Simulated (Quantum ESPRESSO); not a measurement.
**AlN (F-43m): zone-centre phonons**

Which modes does AlN (F-43m) have at the zone centre?

Main program and level: Quantum ESPRESSO 7.5; DFT LDA, scalar-relativistic, plane waves, PseudoDojo norm-conserving pseudopotentials.

## (1) Starting point

Symmetry: F-43m, No. 216, cubic system. Conventional cell: a = 4.368 Å, b = 4.368 Å, c = 4.368 Å, α = 90.00°, β = 90.00°, γ = 90.00°. Al has 4 N at 1.89 Å nearest. Nearest to N lie 4 Al at 1.89 Å. Farther neighbours and most contacts between anions are not listed.

Structure file:

```
Al N
1.0
    -2.18399    0.00000    2.18399
     0.00000    2.18399    2.18399
    -2.18399    2.18399    0.00000
Al N
1 1
Direct
  0.00000 0.00000 0.00000
  0.75000 0.75000 0.75000
```

## (2) A probe with smearing

Before anything dear is run, a loose run with smearing shows whether this is a metal and how far the cell is from rest.

File probe.in:

```
&control
   calculation = 'scf'
   prefix = 'x'
   outdir = './tmp'
   pseudo_dir = './pseudo'
   tprnfor = .true.
   tstress = .true.
   verbosity = 'high'
/
&system
   ibrav = 2
   celldm(1) = 8.25429937
   nat = 2
   ntyp = 2
   ecutwfc = 92.0
   occupations = 'smearing'
   smearing = 'gaussian'
   degauss = 0.01
/
&electrons
   conv_thr = 1.0d-07
   mixing_beta = 0.7
   electron_maxstep = 100
/
ATOMIC_SPECIES
 Al     26.9815  Al.upf
 N      14.0070  N.upf
ATOMIC_POSITIONS crystal
 Al     0.000000000   0.000000000   0.000000000
 N      0.750000000   0.750000000   0.750000000
K_POINTS automatic
 8 8 8 0 0 0
```

Launch:

```sh
OMP_NUM_THREADS=1 mpirun -n 4 pw.x -nk 4 -in probe.in > probe.out
```

Log:

```text
[banners, grids, parts of the stress and lines that vanish by symmetry left out]
Program PWSCF v.7.5
     bravais-lattice index     =            2
     lattice parameter (alat)  =       8.2543  a.u.
[...]
kinetic-energy cutoff     =      92.0000  Ry
     charge density cutoff     =     368.0000  Ry
     scf convergence threshold =      1.0E-07
[...]
Exchange-correlation= SLA  PW   NOGX NOGC
                           (   1   4   0   0   0   0   0)
[...]
24 Sym. Ops. (no inversion) found
[...]
(     0          1          0      )
                  (     0          0          1      )
[...]
(  0.0000000  1.0000000  0.0000000 )
                  (  0.0000000  0.0000000  1.0000000 )
[...]
(     1          0         -1      )
                  (     0          0         -1      )
[...]
(  0.0000000  1.0000000  0.0000000 )
[...]
(    -1          0          1      )
                  (    -1          0          0      )
[...]
(  0.0000000  0.0000000  1.0000000 )
                  (  0.0000000 -1.0000000  0.0000000 )
[...]
number of k points=    29  Gaussian smearing, width (Ry)=  0.0100
[...]
End of self-consistent calculation
[...]
the Fermi energy is     9.0383 ev
!    total energy              =     -25.68365539 Ry
[...]
convergence has been achieved in   9 iterations
[...]
atom    1 type  1   force =     0.00000000    0.00000000   -0.00000000
     atom    2 type  2   force =     0.00000000   -0.00000000    0.00000000
[...]
Total force =     0.000000     Total SCF correction =     0.000000
[...]
total   stress  (Ry/bohr**3)                   (kbar)     P=      -48.28
[...]
XML data file, charge density, pseudopotentials, collected wavefunctions

   JOB DONE.
```

Run time: 3.3 s. Hardware: 4 MPI ranks of Arm Neoverse V1, shared host.

Read from the output:

| Item | Value |
| --- | --- |
| volume per atom | 10.42 Å³ |
| pressure | -4.828 GPa |
| gap on the k-mesh | 3.258 eV |

A gap of 3.3 eV opens on this mesh, so the crystal is taken as an insulator; the start stands at -4.8 GPa.

## (3) Relaxation

The relaxation runs at a cutoff a fifth above that of the response, since stress converges more slowly with the basis than frequencies do. Forces and stress are brought to rest with tight thresholds.

File relax.in:

```
&control
   calculation = 'vc-relax'
   prefix = 'x'
   outdir = './tmp'
   pseudo_dir = './pseudo'
   tprnfor = .true.
   tstress = .true.
   forc_conv_thr = 2.0d-05
   etot_conv_thr = 1.0d-07
   nstep = 40
/
&system
   ibrav = 2
   celldm(1) = 8.25429937
   nat = 2
   ntyp = 2
   ecutwfc = 110
   occupations = 'fixed'
   nbnd = 6
/
&electrons
   conv_thr = 1.0d-11
   mixing_beta = 0.7
   electron_maxstep = 100
/
&ions
/
&cell
   press_conv_thr = 0.2
/
ATOMIC_SPECIES
 Al     26.9815  Al.upf
 N      14.0070  N.upf
ATOMIC_POSITIONS crystal
 Al     0.000000000   0.000000000   0.000000000
 N      0.750000000   0.750000000   0.750000000
K_POINTS automatic
 8 8 8 0 0 0
```

Launch:

```sh
OMP_NUM_THREADS=1 mpirun -n 4 pw.x -nk 4 -in relax.in > relax.out
```

Log:

```text
[banners, grids, parts of the stress and lines that vanish by symmetry left out]
[banner, memory and clock lines left out]
Program PWSCF v.7.5

[...]
kinetic-energy cutoff     =     110.0000  Ry
     charge density cutoff     =     440.0000  Ry
     scf convergence threshold =      1.0E-11
[...]
energy convergence thresh.=      1.0E-07
     force convergence thresh. =      2.0E-05
     press convergence thresh. =      2.0E-01
     Exchange-correlation= SLA  PW   NOGX NOGC
                           (   1   4   0   0   0   0   0)
[...]
24 Sym. Ops. (no inversion) found
[...]
number of k points=    29
[...]
End of self-consistent calculation
[...]
highest occupied, lowest unoccupied level (ev):     6.6468    9.9052
!    total energy              =     -25.68370824 Ry
[...]
convergence has been achieved in  12 iterations
[...]
atom    1 type  1   force =    -0.00000000    0.00000000    0.00000000
     atom    2 type  2   force =     0.00000000    0.00000000    0.00000000
     Total force =     0.000000     Total SCF correction =     0.000000
[...]
total   stress  (Ry/bohr**3)                   (kbar)     P=      -48.38
[...]
number of bfgs steps    =   0
[...]
CELL_PARAMETERS (alat=  8.25429937)
[...]
ATOMIC_POSITIONS (crystal)
Al               0.0000000000       -0.0000000000        0.0000000000
N                0.7500000000        0.7500000000        0.7500000000
[...]
New effective cutoffs (rho, wfc):  445.34  111.81
[...]
End of self-consistent calculation
[...]
highest occupied, lowest unoccupied level (ev):     6.9048   10.1756
!    total energy              =     -25.68426995 Ry
[...]
convergence has been achieved in   9 iterations
[...]
atom    1 type  1   force =    -0.00000000    0.00000000   -0.00000000
     atom    2 type  2   force =     0.00000000   -0.00000000    0.00000000
     Total force =     0.000000     Total SCF correction =     0.000000
[...]
total   stress  (Ry/bohr**3)                   (kbar)     P=        1.35
[...]
number of bfgs steps    =   1
[...]
CELL_PARAMETERS (alat=  8.25429937)
[...]
ATOMIC_POSITIONS (crystal)
Al              -0.0000000000       -0.0000000000        0.0000000000
N                0.7500000000        0.7500000000        0.7500000000
[...]
New effective cutoffs (rho, wfc):  445.14  111.76
[...]
End of self-consistent calculation
[...]
highest occupied, lowest unoccupied level (ev):     6.8978   10.1683
!    total energy              =     -25.68427035 Ry
[...]
convergence has been achieved in   9 iterations
[...]
atom    1 type  1   force =     0.00000000    0.00000000    0.00000000
     atom    2 type  2   force =    -0.00000000   -0.00000000   -0.00000000
     Total force =     0.000000     Total SCF correction =     0.000000
[...]
total   stress  (Ry/bohr**3)                   (kbar)     P=       -0.05
[...]
number of bfgs steps    =   2
[...]
small trust_radius: resetting bfgs history
[...]
CELL_PARAMETERS (alat=  8.25429937)
[...]
ATOMIC_POSITIONS (crystal)
Al              -0.0000000000        0.0000000000        0.0000000000
N                0.7500000000        0.7500000000        0.7500000000
[...]
New effective cutoffs (rho, wfc):  445.15  111.77
[...]
End of self-consistent calculation
[...]
highest occupied, lowest unoccupied level (ev):     6.8980   10.1685
!    total energy              =     -25.68427035 Ry
[...]
convergence has been achieved in   6 iterations
[...]
atom    1 type  1   force =    -0.00000000   -0.00000000   -0.00000000
     atom    2 type  2   force =     0.00000000    0.00000000    0.00000000
     Total force =     0.000000     Total SCF correction =     0.000000
[...]
total   stress  (Ry/bohr**3)                   (kbar)     P=        0.00
[...]
bfgs converged in   4 scf cycles and   3 bfgs steps
[...]
End of BFGS Geometry Optimization
     Final enthalpy           =     -25.6842703519 Ry
     File ./tmp/x.bfgs deleted, as requested
[...]
CELL_PARAMETERS (alat=  8.25429937)
[...]
ATOMIC_POSITIONS (crystal)
Al              -0.0000000000        0.0000000000        0.0000000000
N                0.7500000000        0.7500000000        0.7500000000
[...]
Final scf calculation at the relaxed structure.
[...]
kinetic-energy cutoff     =     110.0000  Ry
     charge density cutoff     =     440.0000  Ry
     scf convergence threshold =      1.0E-13
[...]
press convergence thresh. =      2.0E-01
     Exchange-correlation= SLA  PW   NOGX NOGC
                           (   1   4   0   0   0   0   0)
[...]
24 Sym. Ops. (no inversion) found
[...]
number of k points=    29
[...]
c_bands:  1 eigenvalues not converged
     c_bands:  1 eigenvalues not converged
     c_bands:  1 eigenvalues not converged
[...]
End of self-consistent calculation
[...]
highest occupied, lowest unoccupied level (ev):     6.8980   10.1685
!    total energy              =     -25.68426523 Ry
[...]
convergence has been achieved in  25 iterations
[...]
atom    1 type  1   force =    -0.00000000   -0.00000000   -0.00000000
     atom    2 type  2   force =     0.00000000    0.00000000    0.00000000
     Total force =     0.000000     Total SCF correction =     0.000000
[...]
total   stress  (Ry/bohr**3)                   (kbar)     P=       -0.00
[...]
XML data file, charge density, pseudopotentials, collected wavefunctions
```

Run time: 17 s. Hardware: 4 MPI ranks.

Relaxation path:

```csv
step,energy less that of the first step (eV),largest force (eV/Å),pressure (GPa),volume (Å³)
1,0.0000,0.0000,-4.84,20.83
2,-0.0076,0.0000,0.14,20.32
3,-0.0076,0.0000,-0.01,20.34
4,-0.0076,0.0000,0.00,20.34
5,-0.0076,0.0000,0.00,20.34
```

```csv
"conventional cell, symmetrised",before,after,change
a (Å),4.368,4.333,-0.8 %
b (Å),4.368,4.333,-0.8 %
c (Å),4.368,4.333,-0.8 %
volume (Å³/atom),10.42,10.17,-2.4 %
```

Final coordinates:

```cif
data_structure
_symmetry_space_group_name_H-M 'P 1'
_symmetry_Int_Tables_number 1
_cell_length_a 3.0639
_cell_length_b 3.0639
_cell_length_c 3.0639
_cell_angle_alpha 60.000
_cell_angle_beta 60.000
_cell_angle_gamma 60.000
_cell_volume 20.34
loop_
_atom_site_label
_atom_site_type_symbol
_atom_site_fract_x
_atom_site_fract_y
_atom_site_fract_z
_atom_site_occupancy
Al1 Al 0.00000 0.00000 0.00000 1
N2 N 0.75000 0.75000 0.75000 1
```

The last row of the table of steps is pw.x's closing run on a basis chosen anew for the final cell, so its energy can jump.

This step gave:

| Item | Value |
| --- | --- |
| volume per atom | 10.17 Å³ |
| pressure | 0 GPa |
| gap on the k-mesh | 3.271 eV |

The volume changes by -2.4 % from the cell with which this run began.

## (4) Ground state

The response is built on this ground state, so it is converged far tighter than an energy would need. With a gap, occupations are fixed, which also allows the response to an electric field.

File scf.in:

```
&control
   calculation = 'scf'
   prefix = 'x'
   outdir = './tmp'
   pseudo_dir = './pseudo'
   tprnfor = .true.
   tstress = .true.
/
&system
   ibrav = 2
   celldm(1) = 8.18817556
   nat = 2
   ntyp = 2
   ecutwfc = 92.0
   occupations = 'fixed'
   nbnd = 6
/
&electrons
   conv_thr = 1.0d-12
   mixing_beta = 0.7
   electron_maxstep = 100
/
ATOMIC_SPECIES
 Al     26.9815  Al.upf
 N      14.0070  N.upf
ATOMIC_POSITIONS crystal
 Al     0.000000000   0.000000000   0.000000000
 N      0.750000000   0.750000000   0.750000000
K_POINTS automatic
 8 8 8 0 0 0
```

Launch:

```sh
OMP_NUM_THREADS=1 mpirun -n 4 pw.x -nk 4 -in scf.in > scf.out
```

Log:

```text
[banners, grids, parts of the stress and lines that vanish by symmetry left out]
[banner, memory and clock lines left out]
Program PWSCF v.7.5

[...]
kinetic-energy cutoff     =      92.0000  Ry
     charge density cutoff     =     368.0000  Ry
     scf convergence threshold =      1.0E-12
[...]
Exchange-correlation= SLA  PW   NOGX NOGC
                           (   1   4   0   0   0   0   0)
[...]
24 Sym. Ops. (no inversion) found
[...]
number of k points=    29
[...]
End of self-consistent calculation
[...]
highest occupied, lowest unoccupied level (ev):     6.8981   10.1686
!    total energy              =     -25.68421127 Ry
[...]
convergence has been achieved in  15 iterations
[...]
atom    1 type  1   force =     0.00000000    0.00000000    0.00000000
     atom    2 type  2   force =     0.00000000    0.00000000    0.00000000
     Total force =     0.000000     Total SCF correction =     0.000000
[...]
total   stress  (Ry/bohr**3)                   (kbar)     P=        0.17
[...]
XML data file, charge density, pseudopotentials, collected wavefunctions
```

Run time: 4.3 s. Hardware: 4 MPI ranks.

This step gave:

```yaml
pressure: 0.017 GPa
gap_on_the_k_mesh: 3.270 eV
```

The cell stands at 0.017 GPa, close enough for phonons.

(Continued in part 2 of 2.)

[Host names and launcher messages were left out of these logs when they were recorded.]

[Logs are printed without paths, hosts, clocks, repeated set-up lines and the standing remarks that a program may print on its own settings, such as how far it seeks lower states.]

[Hosts, paths, dates, database ids (printed as entryN), source tags and the programs' standing remarks are cut or masked in the printed files.]
